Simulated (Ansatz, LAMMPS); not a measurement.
# Relaxing ionic liquid triethylsulfonium TFSI- with water, from a frame at 300 K (120 atoms), part 2 of 2

Aim: bring ionic liquid triethylsulfonium TFSI- with water, from a frame at 300 K (120 atoms) to a nearby minimum of the energy and see what moves.

Ansatz 0.2.0; Kohn-Sham DFT, PBE+D4, PAW (set soft_2), plane waves.

The cell: 24 C, 9 S, 51 H, 3 N, 15 O and 18 F. The network of contacts between molecules at the start is that of the classical potential that made the cell. The Brillouin zone is sampled at Γ only, in a cell whose shortest periodic width is 11 Å.

So far, density (g/cm³): step 5 (local order after relaxation) 1.52.

**6. Single point at the relaxed geometry**

One more single point at the end of the walk gives the fuller output and checks the residual forces.

input.yaml reads:

```yaml
crystal:
  lattice:
    - [11.18267, -0.40998, 0.27911]
    - [-0.40998, 10.95493, 0.11606]
    - [0.27911, 0.11606, 11.17137]
  atoms:
    - { symbol: C, position: [0.37951, 0.66949, 0.56436] }
    - { symbol: C, position: [0.2436, 0.64928, 0.57779] }
    - { symbol: S, position: [0.16887, 0.68471, 0.44149] }
    - { symbol: C, position: [0.01359, 0.6852, 0.4991] }
    - { symbol: C, position: [0.96495, 0.56283, 0.55472] }
    - { symbol: C, position: [0.20371, 0.84844, 0.4124] }
    - { symbol: C, position: [0.31369, 0.87431, 0.3279] }
    - { symbol: H, position: [0.41636, 0.62101, 0.48761] }
    - { symbol: H, position: [0.41008, 0.76675, 0.55571] }
    - { symbol: H, position: [0.41602, 0.63194, 0.64555] }
    - { symbol: H, position: [0.21509, 0.55224, 0.59529] }
    - { symbol: H, position: [0.20562, 0.70319, 0.65] }
    - { symbol: H, position: [0.01081, 0.7601, 0.56277] }
    - { symbol: H, position: [0.96615, 0.71035, 0.41958] }
    - { symbol: H, position: [0.97874, 0.48603, 0.49561] }
    - { symbol: H, position: [0.86822, 0.5665, 0.57407] }
    - { symbol: H, position: [0.00513, 0.54413, 0.63992] }
    - { symbol: H, position: [0.12365, 0.87758, 0.36996] }
    - { symbol: H, position: [0.21098, 0.8937, 0.4988] }
    - { symbol: H, position: [0.30184, 0.82734, 0.24301] }
    - { symbol: H, position: [0.39643, 0.84855, 0.36681] }
    - { symbol: H, position: [0.32223, 0.97334, 0.30936] }
    - { symbol: C, position: [0.34057, 0.9896, 0.79166] }
    - { symbol: C, position: [0.40054, 0.00197, 0.91008] }
    - { symbol: S, position: [0.47398, 0.86582, 0.95458] }
    - { symbol: C, position: [0.55316, 0.92583, 0.08197] }
    - { symbol: C, position: [0.60402, 0.8278, 0.1583] }
    - { symbol: C, position: [0.59115, 0.85737, 0.83689] }
    - { symbol: C, position: [0.66288, 0.74576, 0.85103] }
    - { symbol: H, position: [0.29015, 0.07057, 0.78024] }
    - { symbol: H, position: [0.27785, 0.90818, 0.79205] }
    - { symbol: H, position: [0.40595, 0.98857, 0.71561] }
    - { symbol: H, position: [0.33456, 0.01207, 0.9847] }
    - { symbol: H, position: [0.46863, 0.07942, 0.90807] }
    - { symbol: H, position: [0.48383, 0.97131, 0.13331] }
    - { symbol: H, position: [0.62218, 0.99555, 0.04711] }
    - { symbol: H, position: [0.63586, 0.87114, 0.23969] }
    - { symbol: H, position: [0.53461, 0.75503, 0.18491] }
    - { symbol: H, position: [0.68026, 0.7879, 0.11298] }
    - { symbol: H, position: [0.54105, 0.85315, 0.755] }
    - { symbol: H, position: [0.64615, 0.94466, 0.83358] }
    - { symbol: H, position: [0.72083, 0.75251, 0.92711] }
    - { symbol: H, position: [0.72206, 0.74077, 0.77028] }
    - { symbol: H, position: [0.60444, 0.66074, 0.85937] }
    - { symbol: C, position: [0.74592, 0.56883, 0.29799] }
    - { symbol: C, position: [0.65434, 0.49708, 0.2256] }
    - { symbol: S, position: [0.72412, 0.3812, 0.13818] }
    - { symbol: C, position: [0.79741, 0.46817, 0.01136] }
    - { symbol: C, position: [0.87606, 0.38721, 0.93799] }
    - { symbol: C, position: [0.59547, 0.30544, 0.06966] }
    - { symbol: C, position: [0.51419, 0.2341, 0.16351] }
    - { symbol: H, position: [0.81277, 0.62353, 0.24063] }
    - { symbol: H, position: [0.69887, 0.63198, 0.35516] }
    - { symbol: H, position: [0.79137, 0.50748, 0.35636] }
    - { symbol: H, position: [0.58645, 0.44501, 0.28413] }
    - { symbol: H, position: [0.60874, 0.55402, 0.16294] }
    - { symbol: H, position: [0.72544, 0.50384, 0.9607] }
    - { symbol: H, position: [0.84978, 0.54521, 0.04935] }
    - { symbol: H, position: [0.8263, 0.30476, 0.90754] }
    - { symbol: H, position: [0.91246, 0.44016, 0.85866] }
    - { symbol: H, position: [0.95126, 0.35955, 0.98816] }
    - { symbol: H, position: [0.5502, 0.37619, 0.02196] }
    - { symbol: H, position: [0.63585, 0.2459, 0.00341] }
    - { symbol: H, position: [0.56288, 0.17219, 0.21837] }
    - { symbol: H, position: [0.44418, 0.18057, 0.11805] }
    - { symbol: H, position: [0.4674, 0.29514, 0.22287] }
    - { symbol: "N", position: [0.22399, 0.16567, 0.35028] }
    - { symbol: S, position: [0.18964, 0.23946, 0.23295] }
    - { symbol: O, position: [0.21835, 0.16488, 0.13046] }
    - { symbol: O, position: [0.23006, 0.36814, 0.22666] }
    - { symbol: C, position: [0.01794, 0.23437, 0.2452] }
    - { symbol: F, position: [0.97517, 0.20748, 0.13777] }
    - { symbol: F, position: [0.98199, 0.34447, 0.27622] }
    - { symbol: F, position: [0.97219, 0.15045, 0.3259] }
    - { symbol: S, position: [0.20889, 0.22667, 0.47802] }
    - { symbol: O, position: [0.13415, 0.32912, 0.48533] }
    - { symbol: O, position: [0.19056, 0.12821, 0.56837] }
    - { symbol: C, position: [0.36285, 0.29614, 0.50538] }
    [... 36 atom lines left out ...]
    - { symbol: O, position: [0.44593, 0.50611, 0.8958] }
    - { symbol: H, position: [0.39709, 0.4265, 0.89671] }
    - { symbol: H, position: [0.38625, 0.5663, 0.89948] }
    - { symbol: O, position: [0.11453, 0.25936, 0.77251] }
    - { symbol: H, position: [0.03795, 0.28745, 0.75025] }
    - { symbol: H, position: [0.13459, 0.20491, 0.7074] }
kpoints:
  mp_grid: { grid: [1, 1, 1] }
hamiltonian:
  xc: pbe
  dispersion: d4
scf:
  occupations: { method: fixed }
output:
  forces: true
  stress: true
  populations: intrinsic
  dos:
    method: { smearing: { sigma: 0.15 } }
    de: 0.1
    projected: { site_lists: { C: [C], F: [F], H: [H], "N": ["N"], O: [O] } }
  eigenvalues: true
  write_density: true
  write_potential: true
  volumetric_format: npy
```

On the command line:

```
ansatz run input.yaml --threads 4 --pin off --max-ram 8192MiB --backend cpu --events-out ev --progress --plain --runs-dir out
```

It took 19 s on 4 threads of Arm Neoverse V2, shared host; peak memory 1.6 GiB; 73 s of CPU time.

The program notes that the exchange-correlation potential is rough where the density is thin.

Read from the output:

```
free energy                                      : -39159.1639 eV
free energy per atom                             : -326.3264 eV/atom
SCF cycles                                       : 10
pressure                                         : -0.00457 GPa
r.m.s. force component                           : 0.0053 eV/Å
longest force                                    : 0.02581 eV/Å
Fermi energy                                     : -0.3108 eV
gap (highest filled to lowest empty level) : 4.879 eV
```

Intrinsic-atomic-orbital charges by element and coordination:

| element | coordination | atoms | mean charge (e) | spread | least | most |
| --- | --- | --- | --- | --- | --- | --- |
| C | all | 24 | -0.208 | 0.459 | -0.537 | 0.592 |
| F | all | 18 | -0.262 | 0.0124 | -0.285 | -0.237 |
| H | all | 51 | 0.220 | 0.0604 | 0.173 | 0.395 |
| N | all | 3 | -1.09 | 0.0098 | -1.10 | -1.08 |
| O | all | 15 | -0.875 | 0.0372 | -0.908 | -0.787 |
| O | 1 | 12 | -0.893 | 0.0085 | -0.908 | -0.882 |
| O | 2 | 3 | -0.806 | 0.0251 | -0.842 | -0.787 |
| S | all | 9 | 1.65 | 0.642 | 0.741 | 2.13 |
| S | 3 | 3 | 0.747 | 0.0052 | 0.741 | 0.754 |
| S | 4 | 6 | 2.11 | 0.0123 | 2.09 | 2.13 |

States in the cell by windows of 1 eV, zero at the Fermi level; the larger projections on atomic orbitals stand beside the total:

| from (eV) | to (eV) | total | F p | C p | O p | H s |
| --- | --- | --- | --- | --- | --- | --- |
| -10 | -9 | 16.7 | 1.9 | 3.5 | 0.3 | 3.7 |
| -9 | -8 | 36.7 | 18.8 | 7.4 | 0.5 | 1.8 |
| -8 | -7 | 0.1 | 0.1 | 0.0 | 0.0 | 0.0 |
| -7 | -6 | 18.1 | 1.3 | 4.4 | 5.2 | 2.3 |
| -6 | -5 | 42.4 | 11.7 | 11.5 | 7.0 | 5.3 |
| -5 | -4 | 55.5 | 32.7 | 7.1 | 7.1 | 2.3 |
| -4 | -3 | 53.2 | 20.2 | 16.8 | 5.2 | 7.1 |
| -3 | -2 | 33.4 | 0.6 | 12.1 | 8.1 | 8.1 |
| -2 | -1 | 35.1 | 1.6 | 3.0 | 22.4 | 1.7 |
| -1 | 0 | 24.8 | 1.2 | 0.9 | 15.3 | 0.1 |
| 0 | 1 | 1.4 | 0.0 | 0.0 | 1.2 | 0.0 |
| 1 | 4 | 0.0 | 0.0 | 0.0 | 0.0 | 0.0 |
| 4 | 5 | 3.9 | 0.0 | 1.1 | 0.0 | 0.3 |

With fixed occupations the program's Fermi level is the highest filled level; weight inside the gap is the broadening of levels at its edges.

Between -26 and -10 eV lie 103 more states.

Not all projections were asked for or kept, so they needn't add up to the total.

The levels nearest the highest filled one (over half full), pooled over k-points and spins:

| level less the highest filled one (eV) | occupation |
| --- | --- |
| -0.242 | 2 |
| -0.216 | 2 |
| -0.121 | 2 |
| -0.0937 | 2 |
| -0.072 | 2 |
| 0 | 2 |
| 4.88 | 0 |
| 4.98 | 0 |
| 5.12 | 0 |
| 5.16 | 0 |
| 5.31 | 0 |
| 5.34 | 0 |

Valence density in the ab plane at fractional z = 0.488, with atoms of C and H and S and O and F within 0.2 Å of it. It is the smooth field of the valence electrons, not physical close to the nuclei.

Ten steps, logarithmic in the rise over the least value, from '0' (0 e/Å³) to '9' (10 e/Å³), each cell a mean:
```
0000001100000000123344555443200
0000124320000000011123456654210
0000246531000000000013455543200
0001245421000000000136875321000
1111233310001100000148985200001
4332343311112210000136763100023
6544444421123210000012321000135
6555555432234421000000000000245
5544445432245531000000000001235
4322233211134421000000000001234
4210011100011110000000000011344
4210000000000000000000000001245
4100000000001100000000000000235
1011211000123210001221000000012
0135653101245420001332100000000
0258875323455420001221000000000
0257875444665431000010000000000
0135665555556664200000111100000
0012453454347996300012344210000
0002355542136885200013566420000
0001344421013432001134565410000
0000233210000000012345554210000
0000011100000000023444542100000
0000000000000000123444543211000
```
Columns run along a (11.2 Å), rows up along b (11.0 Å). Atoms in or near the plane, at fractional coordinates: C at (0.01, 0.69), H at (0.42, 0.62), H at (0.98, 0.49), H at (0.21, 0.89), S at (0.21, 0.23), O at (0.13, 0.33), C at (0.36, 0.30), F at (0.44, 0.21), S at (0.67, 0.04), F at (0.72, 0.80).

Electrostatic potential energy in the ab plane at fractional z = 0.488, with atoms of C and H and S and O and F within 0.2 Å of it. With pseudopotentials it is smooth inside the atoms' cores, unlike the true potential.

Values in eV, 13 rows by 16 columns, each cell a mean:
```
  6   6   5  -1   4   6   6   7   6   2 -11 -12 -28 -15   2   6
  5   5   1 -20   2   5   5   6   6   6   3 -15 -31 -12   3   6
  3   3   0  -1   3   4   4   5   6   6  -2 -38 -16   4   5   4
-29 -10 -24 -17   0   3   2   4   6   6   5   0   4   5   4 -10
-26  -9 -25 -16   0   1 -16  -4   5   6   6   6   6   5   4 -11
  0   3   2   2   4   4  -2   2   6   6   6   6   6   5   3  -5
 -4   6   6   6   6   6   6   6   6   6   6   6   6   6   4 -17
  5   5   1   6   5   3   0   4   6   5   4   6   6   6   6   4
  7 -16 -38  -7  -1 -21 -23   1   6   6   5   6   6   7   7   7
  7  -1 -29 -35 -20 -24 -30 -19   4   6   7   6   6   7   7   7
  7   4 -18 -32 -14   1 -16 -27   3   6   5  -7 -17   5   7   7
  7   6   3   1   4   6   6   6   6   1 -18 -23  -9   5   7   7
  7   7   7   6   6   6   7   7   6  -7 -37 -35  -4   3   6   7
```
Columns run along a (11.2 Å; values clipped at the 3rd and 97th percentile), rows up along b (11.0 Å). Atoms in or near the plane, at fractional coordinates: C at (0.01, 0.69), H at (0.42, 0.62), H at (0.98, 0.49), H at (0.21, 0.89), S at (0.21, 0.23), O at (0.13, 0.33), C at (0.36, 0.30), F at (0.44, 0.21), S at (0.67, 0.04), F at (0.72, 0.80).

Mean intrinsic-atomic-orbital charges: C -0.21, F -0.26, H +0.22, N -1.09, O -0.88, S +1.65 e.

Local excerpt of 13 atoms (numbers count through the whole input) about C2, picked at random; x, y, z are measured from there.

| atom | x | y | z | distance (Å) | bonds | intrinsic-atomic-orbital charge (e) |
| --- | --- | --- | --- | --- | --- | --- |
| C2 | 0.00 | 0.00 | 0.00 | 0.00 | 4 | -0.42 |
| H12 | -0.43 | 0.61 | 0.80 | 1.10 | 1 | 0.20 |
| H11 | -0.27 | -1.05 | 0.18 | 1.10 | 1 | 0.22 |
| C1 | 1.51 | 0.16 | -0.11 | 1.52 | 4 | -0.53 |
| S3 | -0.89 | 0.40 | -1.54 | 1.82 | 3 | 0.74 |
| H10 | 1.95 | -0.25 | 0.80 | 2.13 | 1 | 0.21 |
| H8 | 1.92 | -0.39 | -0.96 | 2.18 | 1 | 0.19 |
| H9 | 1.81 | 1.22 | -0.19 | 2.19 | 1 | 0.18 |
| C4 | -2.61 | 0.48 | -0.94 | 2.81 | 4 | -0.42 |
| H19 | -0.49 | 2.68 | -0.86 | 2.86 | 1 | 0.20 |
| H17 | -2.61 | -1.05 | 0.62 | 2.88 | 1 | 0.20 |
| C6 | -0.57 | 2.18 | -1.84 | 2.91 | 4 | -0.42 |
| H13 | -2.65 | 1.31 | -0.22 | 2.97 | 1 | 0.20 |

The column of bonds counts only the pairs H-C within 1.34 Å, H-O within 1.21 Å, C-C within 1.85 Å, C-F within 1.62 Å, C-S within 2.21 Å, O-S within 1.88 Å, S-N within 2.02 Å; other neighbours, such as metal atoms beside each other in a compound, aren't counted, and periodic images can show an atom twice.

**7. Another try, on a changed input**

A doubtful change is made on purpose, to see how the program answers.

input.yaml, the sections that differ from step 6:

```yaml
crystal:
  lattice:
    - [10.61386, 0.0, 0.0]
    - [0.0, 10.61386, 0.0]
    - [0.0, 0.0, 10.61386]
  atoms:
    [... the 120 atom lines of step 3 ...]
scf:
  occupations: { method: fixed }
  max_iter: 50
output:
  forces: true
basis:
  ecutwfc: "30 meV"
# kpoints, hamiltonian: as in step 6
```

Wall time 0.05 s (4 threads); peak memory 0.077 GiB.

The program refused the input before any cycle.

The program's message: “Error: inconsistent input (basis.ecutwfc, kpoints): the smallest per-k basis holds n_pw = 1 plane waves (k-point 0, counted from 0 among those solved) but the deck needs at least 216 band(s) per chann …”

The fault in the input: a cutoff in the wrong unit (basis.ecutwfc = "30 meV"). The fix is to take out basis.ecutwfc.

**8. Results**

```
energy change in the relaxation                  : -69.65 meV/atom
r.m.s. displacement                              : 0.926 Å
largest displacement                             : 2.08 Å
free energy per atom                             : -326.3264 eV/atom
pressure                                         : -0.00457 GPa
r.m.s. force component                           : 0.0053 eV/Å
gap (highest filled to lowest empty level) : 4.879 eV
wall time of the 3 DFT runs                      : 11 min
```

**Reading.** Relaxation lowers the energy by 69.6 meV/atom and moves atoms by 0.93 Å r.m.s.; the r.m.s. force component goes from 0.96 to 0.0053 eV/Å, the pressure goes from 2.8 to -0.0046 GPa, and the gap from 3.81 to 4.88 eV. Displacements are taken in the final cell, so they leave out its strain. By the final cutoffs no bond was broken or made. The cell grew by 14.2 % in volume. First to last step the energy falls by 8.358 eV, across changes of basis; the largest move, 2.08 Å, is that of H16, with 1 other atom within 2 % of it. The S-N bonds change most in mean length: from 1.557 Å (spread 0.020) to 1.598 Å (spread 0.006). Counting bonds as in the table, all C atoms have 4, all F atoms have 1, all H atoms have 1 and all N atoms have 2 bonded neighbours. The highest filled and lowest empty levels differ by 4.88 eV (at Γ alone); a semilocal functional tends to put such gaps too low. In a disordered cell it changes from sample to sample and from frame to frame.

What to keep in mind: The network of contacts between molecules at the start is that of the classical potential that made the cell; in DFT atoms moved by 0.93 Å r.m.s.

[Logs are printed without paths, hosts, clocks, repeated set-up lines and the standing remarks that a program may print on its own settings, such as how far it seeks lower states.]

[Hosts, paths, dates, database ids (printed as entryN), source tags and the programs' standing remarks are cut or masked in the printed files.]
